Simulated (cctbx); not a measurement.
# What is wrong with this refinement?

Cell a = 7.2710 Å, b = 10.7920 Å, c = 12.5690 Å, α = 90.00°, β = 90.00°, γ = 90.00°; space group Pbca (no. 61). The compound is Sb4W.

The data are simulated with cctbx, not measured: Mo Kα, λ = 0.71073 Å, to d = 0.75 Å, 80 % of the full sphere, strongest reflection 5000 counts, noise from counting, a 4 % proportional error and a noise floor of 4 counts (s.d.); no absorption.

An anisotropic refinement with weights 1/σ² prints:

```text
Rint 0.080, 1228 unique reflections to 0.75 A
cycle     R1     wR2    GooF  max shift (A)
   1  0.1091  0.2451   4.071   0.00276
   2  0.0542  0.1315   2.185   0.00001
final R1 0.0541 wR2 0.1315 GooF 2.185  parameters 45  data/parameter 27.3
atom        x        y        z      Ueq    occ   su(xyz)  su(Uiso or U11)
W1     0.11497  0.11193  0.07339   0.0044  1.000  0.00014  0.0004
As1    0.24848  0.04113  0.41595  -0.0146  1.000  0.00023  0.0006  NPD
Sb1    0.68946  0.94860  0.26596   0.0044  1.000  0.00023  0.0007
Sb2    0.57409  0.28643  0.26409   0.0042  1.000  0.00023  0.0007
Sb3    0.48919  0.21078  0.06673   0.0042  1.000  0.00022  0.0007
difference map: max 14.97 min -3.87 rms 1.40
Q1    0.2360  0.0377  0.4220    8   15.18  0.12 A from As1
Q2    0.1071  0.1223  0.6232    8    3.90  1.74 A from Sb2
Q3    0.0956  0.0331  0.5820    8    3.66  2.37 A from As1
Q4    0.1708  0.5444  0.8377    8    3.61  1.31 A from Sb1
Q5    0.0382  0.6192  0.6738    8    3.27  1.52 A from Sb1
Q6    0.1459  0.0530  0.7714    8    3.25  1.29 A from Sb1
```

**Question.** Can this result stand? If not, what is the likely fault?

Mend it. The fault: wrong element: As1 is Sb. Against the right model at the same level, R1 goes from 0.0282 to 0.0541 and GooF from 0.97 to 2.19, U of As1 shrinks from 0.0023 to -0.0146 Å², the top difference peak, 15.2 e/Å³, lies on As1 and As1 goes non-positive-definite. As1 has 18 electrons too few and its U shrinks to make up, as expected.

The compound is Sb4W. The right model at the same level gives:

```text
Rint 0.080, 1228 unique reflections to 0.75 A
cycle     R1     wR2    GooF  max shift (A)
   1  0.0292  0.0606   1.007   0.00028
   2  0.0282  0.0584   0.970   0.00000
final R1 0.0282 wR2 0.0584 GooF 0.970  parameters 45  data/parameter 27.3
atom        x        y        z      Ueq    occ   su(xyz)  su(Uiso or U11)
W1     0.11479  0.11194  0.07339   0.0033  1.000  0.00006  0.0002
Sb1    0.24851  0.04106  0.41600   0.0023  1.000  0.00010  0.0003
Sb2    0.68985  0.94859  0.26590   0.0032  1.000  0.00010  0.0003
Sb3    0.57420  0.28651  0.26407   0.0030  1.000  0.00010  0.0003
Sb4    0.48916  0.21071  0.06656   0.0031  1.000  0.00010  0.0003
difference map: max 3.64 min -3.10 rms 0.81
Q1    0.1190  0.1219  0.6248    8    3.74  1.74 A from Sb3
Q2    0.0835  0.0280  0.5884    8    3.41  2.48 A from Sb2
Q3    0.0225  0.0371  0.7499    8    3.37  1.56 A from Sb2
Q4    0.0145  0.1160  0.0962    8    3.13  0.78 A from W1
Q5    0.1359  0.2389  0.1350    8    3.05  1.44 A from Sb3
Q6    0.1489  0.5432  0.4831    8    2.95  1.13 A from Sb1
```

This is a model crystal, built by substitution and not relaxed, with assumed displacement parameters.

[Middle refinement cycles are left out of these outputs.]

[Logs are printed without paths, hosts, clocks, repeated set-up lines and the standing remarks that a program may print on its own settings, such as how far it seeks lower states.]
